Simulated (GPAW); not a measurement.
# TiO2 (Rutile): optical spectrum from first principles, part 2 of 2

Wanted: where TiO2 (Rutile) starts to absorb, how strongly, and its refractive index.

GPAW 26.7.0; DFT, LDA, plane-wave PAW (GPAW data sets), scalar-relativistic, RPA, optical limit.

So far. Step 2 (Ground state): There is a gap, 1.80 eV on this mesh (points off the mesh can give less), so no carriers' term is needed.

### 4. Dielectric function, RPA

Transitions between filled and empty bands, summed over the zone, give the optical response, so mesh, band count and broadening shape it.

The induced potential is part of this response.

This step: DFT, LDA, plane-wave PAW (GPAW data sets), scalar-relativistic, RPA, optical limit (GPAW 26.7.0).

The input, df.py:

```python
from gpaw.response.df import DielectricFunction

df = DielectricFunction('full.gpw', frequencies={'type': 'nonlinear', 'domega0': 0.03, 'omega2': 8},
                        ecut=50,
                        eta=0.15,
                        nbands=54,
                        txt='df.txt')
for direction in ['x', 'z']:
    df.get_dielectric_function(xc='RPA', direction=direction, filename=f'df_{direction}.csv')
```

The run is started by

```bash
> OMP_NUM_THREADS=1 python df.py
```

Numbers of over 12 decimals in the logs are rounded to 6 here.

The log of the run:

```text
Using integrator: PointIntegrator
NonLinearFrequencyDescriptor(from 0.000 to 85.358 eV, 526 points)
Nonperiodic BCs:  [False False False]
Using integrator: PointIntegrator
NonLinearFrequencyDescriptor(from 0.000 to 85.358 eV, 526 points)
Nonperiodic BCs:  [False False False]

Calculating chi0 body with:
    Ground state adapter containing:
    Number of spins: 1
    Number of kpoints: 490
    Number of irreducible kpoints: 96
    Number of completely occupied states: 24
    Number of partially occupied states: 24

    Linear response parametrization:
    q_c: [0.0, 0.0, 0.0]
    Number of frequency points: 526
    Planewave cutoff: 50.0
    Number of bands: 54
    Number of planewaves: 47
    Broadening (eta): 0.15

Integrating chi0 body.

Symmetries of q_c:
    Direct symmetries (Uq -> q): 8
    Indirect symmetries (TUq -> q): 0
In total 8 allowed symmetries.

96 groups of equivalent kpoints. 80.408163% reduction.

Integral kind: spectral function

Calculating chi0 optical extensions with:
    Ground state adapter containing:
    Number of spins: 1
    Number of kpoints: 490
    Number of irreducible kpoints: 96
    Number of completely occupied states: 24
    Number of partially occupied states: 24

    Linear response parametrization:
    Number of frequency points: 526
    Planewave cutoff: 50.0
    Number of bands: 54
    Number of planewaves: 47
    Broadening (eta): 0.15
Integrating chi0 head and wings.

Symmetries of q_c:
    Direct symmetries (Uq -> q): 8
    Indirect symmetries (TUq -> q): 0
In total 8 allowed symmetries.

96 groups of equivalent kpoints. 80.408163% reduction.

Integral kind: spectral function wings
```

Run time: 31 s. Hardware: 1 thread of Arm Neoverse V1, shared host; peak memory 0.29 GiB.

Numbers from this step:

```
electronic dielectric constant ε∞, mean over x, y and z (by symmetry where fewer were run) : 7.239
main peak of Im epsilon, first axis                                                        : 3.766 eV
```

Some rows of df_x.csv (energy; Re and Im without local fields; Re and Im with them):

```text
0.000000, 6.988880, 0.000000, 6.793784, 0.000000
0.429336, 7.047768, 0.042136, 6.849698, 0.039990
0.878195, 7.248333, 0.095839, 7.039896, 0.090779
1.347938, 7.666164, 0.182569, 7.434969, 0.172214
1.840057, 8.513718, 0.387533, 8.231659, 0.362028
2.356191, 10.422318, 1.329615, 10.019380, 1.218969
2.898142, 10.481761, 7.652882, 10.191531, 7.100220
3.467895, 6.303638, 8.036085, 6.576290, 7.529947
4.067647, 3.656126, 7.031282, 3.966509, 6.970728
4.699832, 1.180864, 6.454574, 1.413458, 6.627488
5.367152, 1.352201, 3.701348, 1.235260, 3.914190
6.072622, 2.874395, 3.220321, 2.517573, 3.234500
6.819608, 3.127788, 4.590489, 2.871890, 4.352037
7.611886, 1.077714, 6.066333, 1.230711, 5.807833
8.453705, -1.396542, 3.798283, -1.037761, 3.940812
9.349861, -0.385322, 1.733174, -0.386141, 1.857222
10.305790, 0.251188, 1.459866, 0.066324, 1.602016
11.327680, 0.902017, 1.164917, 0.629786, 1.304531
12.422601, 1.250196, 1.346682, 0.930666, 1.228576
13.598673, 0.656559, 1.258100, 0.500559, 1.059759
```

Values under the direct gap are tails of Lorentzian lines. Im ε against photon energy; read off at these points:

| photon energy (eV) | E ∥ x | E ∥ z |
| --- | --- | --- |
| 0.00 | 0 | 0 |
| 0.50 | 0.0471 | 0.0603 |
| 1.00 | 0.108 | 0.139 |
| 1.50 | 0.212 | 0.274 |
| 2.00 | 0.498 | 0.630 |
| 2.50 | 1.92 | 3.07 |
| 3.00 | 7.14 | 8.69 |
| 3.50 | 7.52 | 10.3 |
| 3.72 | 7.74 | 10.6 |
| 3.76 | 7.78 | 10.5 |
| 4.00 | 7.25 | 9.64 |
| 4.38 | 7.54 | 7.67 |
| 4.50 | 7.38 | 6.94 |
| 5.00 | 5.26 | 4.89 |
| 5.50 | 3.72 | 3.95 |
| 6.00 | 3.16 | 4.51 |
| 6.50 | 3.78 | 5.04 |
| 7.00 | 4.88 | 6.61 |
| 7.50 | 5.65 | 11.4 |
| 7.61 | 5.81 | 10.8 |
| 8.00 | 5.00 | 7.38 |
| 8.50 | 3.85 | 5.64 |
| 9.00 | 2.26 | 3.78 |
| 9.50 | 1.75 | 3.01 |
| 10.00 | 1.86 | 1.80 |
| 10.50 | 1.49 | 1.10 |
| 11.00 | 1.35 | 0.974 |
| 11.50 | 1.43 | 0.735 |
| 12.00 | 1.34 | 0.652 |
| 12.50 | 1.33 | 0.829 |
| 13.00 | 1.73 | 0.726 |
| 13.50 | 1.09 | 0.767 |

The Re ε by photon energy:

| photon energy (eV) | E ∥ x | E ∥ z |
| --- | --- | --- |
| 0.0 | 6.79 | 8.13 |
| 0.5 | 6.87 | 8.23 |
| 1.0 | 7.12 | 8.55 |
| 1.5 | 7.63 | 9.20 |
| 2.0 | 8.63 | 10.5 |
| 2.5 | 10.8 | 13.2 |
| 3.0 | 8.86 | 10.8 |
| 3.5 | 6.40 | 8.09 |
| 4.0 | 4.03 | 3.34 |
| 4.5 | 2.45 | 1.50 |
| 5.0 | 1.03 | 1.63 |
| 5.5 | 1.49 | 3.69 |
| 6.0 | 2.34 | 3.39 |
| 6.5 | 2.80 | 3.74 |
| 7.0 | 2.65 | 5.10 |
| 7.5 | 1.82 | 1.50 |
| 8.0 | -0.235 | -1.98 |
| 8.5 | -1.08 | -2.72 |
| 9.0 | -1.02 | -2.77 |
| 9.5 | -0.214 | -2.51 |
| 10.0 | 0.0223 | -1.90 |
| 10.5 | 0.156 | -1.42 |
| 11.0 | 0.355 | -0.849 |
| 11.5 | 0.643 | -0.318 |
| 12.0 | 0.710 | 0.173 |
| 12.5 | 1.03 | 0.363 |
| 13.0 | 0.369 | 0.433 |
| 13.5 | 0.465 | 0.801 |

The reflectivity at normal incidence has structure finer than the step of the table below, so its rows give means over 0.5 eV, whole bins alone (the curve runs from 0 to 14.0 eV). Peaks (eV: height): E ∥ x 2.86: 33.4, 8.77: 36.9, 13.08: 14.6; E ∥ z 3.72: 37.3, 9.68: 54.2.

Table of reflectivity at normal incidence by photon energy; means over each step:

| photon energy (eV) | E ∥ x (%) | E ∥ z (%) |
| --- | --- | --- |
| 0.5 | 20.1 | 23.3 |
| 1.0 | 20.7 | 24.1 |
| 1.5 | 22.0 | 25.5 |
| 2.0 | 24.4 | 28.2 |
| 2.5 | 29.1 | 33.2 |
| 3.0 | 32.2 | 35.7 |
| 3.5 | 31.2 | 36.4 |
| 4.0 | 30.4 | 36.4 |
| 4.5 | 31.5 | 32.0 |
| 5.0 | 27.9 | 24.5 |
| 5.5 | 20.7 | 20.6 |
| 6.0 | 17.0 | 22.9 |
| 6.5 | 19.4 | 24.0 |
| 7.0 | 23.2 | 29.0 |
| 7.5 | 27.5 | 41.3 |
| 8.0 | 32.4 | 44.5 |
| 8.5 | 35.3 | 47.0 |
| 9.0 | 33.3 | 48.7 |
| 9.5 | 22.0 | 50.0 |
| 10.0 | 18.6 | 51.2 |
| 10.5 | 15.6 | 50.5 |
| 11.0 | 11.7 | 41.5 |
| 11.5 | 9.77 | 30.3 |
| 12.0 | 8.92 | 14.7 |
| 12.5 | 8.01 | 9.21 |
| 13.0 | 13.2 | 7.00 |
| 13.5 | 9.47 | 3.91 |

Values under the direct gap are tails of Lorentzian lines. Table of Im ε, E ∥ x by photon energy; read off at these points:

| photon energy (eV) | without local fields | with local fields |
| --- | --- | --- |
| 0.000 | 0 | 0 |
| 0.250 | 0.0240 | 0.0228 |
| 0.500 | 0.0496 | 0.0471 |
| 0.750 | 0.0787 | 0.0746 |
| 1.000 | 0.114 | 0.108 |
| 1.250 | 0.160 | 0.151 |
| 1.500 | 0.225 | 0.212 |
| 1.750 | 0.330 | 0.309 |
| 2.000 | 0.536 | 0.498 |
| 2.250 | 0.966 | 0.889 |
| 2.500 | 2.09 | 1.92 |
| 2.750 | 5.35 | 4.90 |
| 3.000 | 7.68 | 7.14 |
| 3.250 | 7.81 | 7.15 |
| 3.500 | 7.99 | 7.52 |
| 3.750 | 8.07 | 7.77 |
| 4.000 | 7.34 | 7.25 |
| 4.250 | 7.20 | 7.19 |
| 4.500 | 7.30 | 7.38 |
| 4.750 | 6.13 | 6.34 |
| 5.000 | 5.00 | 5.26 |
| 5.250 | 4.01 | 4.26 |
| 5.500 | 3.52 | 3.72 |
| 5.750 | 3.19 | 3.36 |
| 6.000 | 3.09 | 3.16 |
| 6.250 | 3.62 | 3.52 |
| 6.500 | 3.97 | 3.78 |
| 6.750 | 4.44 | 4.24 |
| 7.000 | 5.22 | 4.88 |
| 7.250 | 5.46 | 4.99 |
| 7.500 | 5.93 | 5.65 |
| 7.612 | 6.07 | 5.81 |
| 7.750 | 6.01 | 5.74 |
| 8.000 | 5.18 | 5.00 |
| 8.250 | 4.65 | 4.64 |
| 8.500 | 3.66 | 3.85 |
| 8.750 | 2.77 | 3.07 |
| 9.000 | 2.06 | 2.26 |
| 9.250 | 1.76 | 1.89 |
| 9.500 | 1.63 | 1.75 |
| 9.750 | 1.53 | 1.79 |
| 10.000 | 1.58 | 1.86 |
| 10.250 | 1.49 | 1.64 |
| 10.500 | 1.35 | 1.49 |
| 10.750 | 1.30 | 1.40 |
| 11.000 | 1.23 | 1.35 |
| 11.250 | 1.15 | 1.29 |
| 11.500 | 1.33 | 1.43 |
| 11.750 | 1.36 | 1.33 |
| 12.000 | 1.41 | 1.34 |
| 12.250 | 1.34 | 1.25 |
| 12.500 | 1.48 | 1.33 |
| 12.750 | 2.00 | 1.74 |
| 12.833 | 2.08 | 1.81 |
| 13.000 | 1.93 | 1.73 |
| 13.250 | 1.40 | 1.26 |
| 13.500 | 1.28 | 1.09 |
| 13.750 | 1.16 | 0.968 |

The loss function −Im 1/ε at q → 0 has structure finer than the step of the table below, so its rows give means over 0.5 eV, whole bins alone (the curve runs from 0 to 14.0 eV). Peaks (eV: height): E ∥ x 11.03: 0.703, 13.69: 0.782; E ∥ z 11.87: 1.66.

Values under the direct gap are tails of Lorentzian lines. Loss function −Im 1/ε at q → 0 against energy loss; means over each step:

| energy loss (eV) | E ∥ x | E ∥ z |
| --- | --- | --- |
| 0.5 | 0.00100 | 9.0e-4 |
| 1.0 | 0.00214 | 0.00191 |
| 1.5 | 0.00369 | 0.00327 |
| 2.0 | 0.00680 | 0.00590 |
| 2.5 | 0.0171 | 0.0170 |
| 3.0 | 0.0519 | 0.0443 |
| 3.5 | 0.0762 | 0.0611 |
| 4.0 | 0.102 | 0.0918 |
| 4.5 | 0.124 | 0.137 |
| 5.0 | 0.186 | 0.182 |
| 5.5 | 0.232 | 0.144 |
| 6.0 | 0.206 | 0.134 |
| 6.5 | 0.169 | 0.122 |
| 7.0 | 0.162 | 0.0944 |
| 7.5 | 0.165 | 0.0890 |
| 8.0 | 0.194 | 0.123 |
| 8.5 | 0.240 | 0.141 |
| 9.0 | 0.376 | 0.173 |
| 9.5 | 0.550 | 0.197 |
| 10.0 | 0.553 | 0.257 |
| 10.5 | 0.658 | 0.369 |
| 11.0 | 0.673 | 0.620 |
| 11.5 | 0.606 | 1.14 |
| 12.0 | 0.600 | 1.39 |
| 12.5 | 0.500 | 1.03 |
| 13.0 | 0.577 | 0.958 |
| 13.5 | 0.772 | 0.641 |

From ε follow the optical constants at some laser and lamp lines:

| wavelength (nm) | n x | k x | R (%) x | 1/α x | n z | k z | R (%) z | 1/α z |
| --- | --- | --- | --- | --- | --- | --- | --- | --- |
| 1064 | 2.69 | 0.025 | 21.0 | 3.4 µm | 2.95 | 0.029 | 24.4 | 2.9 µm |
| 633 | 2.92 | 0.078 | 24.0 | 642 nm | 3.22 | 0.090 | 27.7 | 561 nm |
| 450 | 3.51 | 0.712 | 32.7 | 50 nm | 3.79 | 0.882 | 36.1 | 41 nm |
| 365 | 2.93 | 1.268 | 31.3 | 23 nm | 3.34 | 1.423 | 36.0 | 20 nm |
| 308 | 2.46 | 1.448 | 30.1 | 17 nm | 2.57 | 1.841 | 36.3 | 13 nm |
| 248 | 1.79 | 1.471 | 28.0 | 13 nm | 1.84 | 1.327 | 25.1 | 15 nm |
| 193 | 1.92 | 0.973 | 19.0 | 16 nm | 2.25 | 1.145 | 24.2 | 13 nm |

Below the direct gap, k and the depth come from the tails of the Lorentzian lines, not from transitions.

Rows near the edge hang on the gap, which this functional as a rule makes too small, and phonon-assisted absorption is left out.

At 1064 nm the birefringence n(z) − n(x) is +0.259: the crystal is uniaxial positive at this level.

### 5. Summary of results

| Item | Value |
| --- | --- |
| electronic dielectric constant ε∞, mean over x, y and z (by symmetry where fewer were run) (RPA) | 7.24 |
| main peak of Im epsilon, first axis | 3.77 eV |

What this shows: At this level (LDA, RPA) TiO2 has a mean ε∞ = 7.24 and n = 2.64 at 1550 nm (E ∥ x), and Im ε peaks at 3.8 eV (E ∥ x). On the mesh the gap is 1.80 eV and the least direct gap 1.80 eV. Local fields change the static value along x from 6.99 to 6.79 (-3 %). Distinct maxima of Im ε, read by a parabola through the highest points, lie at 3.77 eV (7.8), 4.40 eV (7.5), 7.62 eV (5.8) and 12.88 eV (1.8) for E ∥ x. The static values by axis are 6.79 (x), 8.13 (z). At 1064 nm the birefringence n(z) − n(x) is +0.259: the crystal is uniaxial positive at this level. Excitons and phonon-assisted transitions are missing; LDA gaps are as a rule too small, which pulls the onset down and ε∞ up. The sum runs over mesh points, so small or evenly spaced maxima can still be ripples of the mesh. In this version of GPAW the matrix elements of the optical limit are incomplete, which can lower ε − 1 by up to a tenth where first-row anions or d states rule, and shift it by more in d metals.

[Machine, clock and banner lines and Python warnings are left out of the logs.]

[Logs are printed without paths, hosts, clocks, repeated set-up lines and the standing remarks that a program may print on its own settings, such as how far it seeks lower states.]

[Hosts, paths, dates, database ids (printed as entryN), source tags and the programs' standing remarks are cut or masked in the printed files.]
